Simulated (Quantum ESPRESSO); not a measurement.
Consider KCaCl3 (Cm).

```
CELL_PARAMETERS angstrom
3.82287 -3.82431 0.00000
3.82287 3.82431 0.00000
-0.00053 0.00000 5.40652
ATOMIC_POSITIONS crystal
Ca 0.49789 0.49789 0.48521
K 0.99805 0.99805 0.99999
Cl 0.99942 0.49552 0.48278
Cl 0.50729 0.50729 0.98514
Cl 0.49552 0.99942 0.48278
```

Absorber: atom 4, with 2 Ca at 2.70 Å (linear, site symmetry m). Method: Quantum ESPRESSO XSpectra, LDA, full core hole (charged cell), 5-atom cell with 5.4 Å between holes, 4×4×4 k points, dipole transitions, Lorentzian half width 0.32 eV up to 4 eV, rising linearly to 2.5 eV at 25 eV (counted from xe0, 1.9 eV below the zero used here).

What does the Cl K edge look like?

Main maxima up to 24 eV above the zero (height): 2.1 eV (1.31), 3.5 eV (1.35), 4.9 eV (1.38), 9.9 eV (0.85) and 14.9 eV (1.26). A K edge sees empty p states on the absorber. The total-energy difference plus the lowest empty eigenvalue puts the zero at 2827.07 eV. One term is added: -17.80 eV, since the hole is spin-paired here and a spin-polarised one costs that much less in the free atom (computed apart). The photon energy is then 2809.27 eV. The functional and the charged cell's background leave an error in such absolute values: in the free atom LDA prices this hole 9.7 eV below PBE (computed apart), and PBE is itself good to a few eV.

The Cl K spectrum (energy from the lowest empty level; intensity scaled to a mean of 1 over the first 20 eV; the points at xe0, where the cut of filled states can leave a spike, are interpolated; polarised curves are means over the symmetry-equivalent atoms):

```csv
E (eV),isotropic,ε ∥ x,ε ∥ z
-2.0,0.04,0.04,0.04
-1.4,0.05,0.05,0.05
-0.8,0.06,0.07,0.06
-0.2,0.10,0.10,0.09
0.4,0.19,0.21,0.15
1.0,0.50,0.59,0.32
1.6,1.06,1.31,0.55
2.2,1.29,1.39,1.12
2.8,1.15,1.03,1.39
3.4,1.35,0.82,2.40
4.0,1.19,0.96,1.65
4.6,1.35,1.19,1.67
5.2,1.37,1.15,1.80
5.8,1.26,1.00,1.80
6.4,1.02,0.67,1.73
7.0,0.85,0.54,1.48
7.6,0.76,0.53,1.22
8.2,0.71,0.59,0.96
8.8,0.76,0.74,0.80
9.4,0.84,0.89,0.72
10.0,0.85,0.95,0.65
10.6,0.83,0.93,0.61
11.2,0.81,0.90,0.62
11.8,0.83,0.91,0.65
12.4,0.89,0.98,0.71
13.0,1.00,1.10,0.79
13.6,1.12,1.24,0.88
14.2,1.21,1.34,0.95
14.8,1.26,1.37,1.02
15.4,1.24,1.33,1.08
16.0,1.19,1.24,1.09
16.6,1.12,1.15,1.07
17.2,1.07,1.07,1.05
17.8,1.02,1.02,1.04
18.4,1.01,0.98,1.05
19.0,1.00,0.97,1.08
19.6,1.01,0.96,1.11
20.2,1.01,0.96,1.12
20.8,1.01,0.96,1.13
21.4,1.02,0.97,1.12
22.0,1.02,0.98,1.11
22.6,1.03,0.99,1.11
23.2,1.04,1.00,1.12
23.8,1.06,1.02,1.15
24.4,1.09,1.04,1.19
25.0,1.12,1.06,1.24
25.6,1.15,1.08,1.28
26.2,1.17,1.10,1.29
26.8,1.17,1.12,1.27
27.4,1.16,1.13,1.22
28.0,1.13,1.12,1.16
28.6,1.10,1.11,1.09
29.2,1.08,1.09,1.04
29.8,1.05,1.07,0.99
30.4,1.02,1.05,0.95
31.0,0.99,1.03,0.92
31.6,0.97,1.01,0.89
```

The crystal has 2 inequivalent Cl sites and not all are shown here, while a measurement adds them all. The holes are only 5.4 Å apart, so the shape is probably not converged with cell size; no larger cell was run here. The structure is a computed Materials Project entry and may be a hypothetical form.

[Banner, clock and machine lines of the logs are left out without a mark of their own.]

[Logs are printed without paths, hosts, clocks, repeated set-up lines and the standing remarks that a program may print on its own settings, such as how far it seeks lower states.]

[Hosts, paths, dates, database ids (printed as entryN), source tags and the programs' standing remarks are cut or masked in the printed files.]

[Lists of maxima count a maximum above −3 eV only where it reaches 4 % of the highest in the window and stands out from its surroundings by 2 % of it (1.5 % where it reaches 55 %); shoulders and weaker maxima are passed over, and of the rest the first, up to two pre-edge ones and the few strongest are named.]
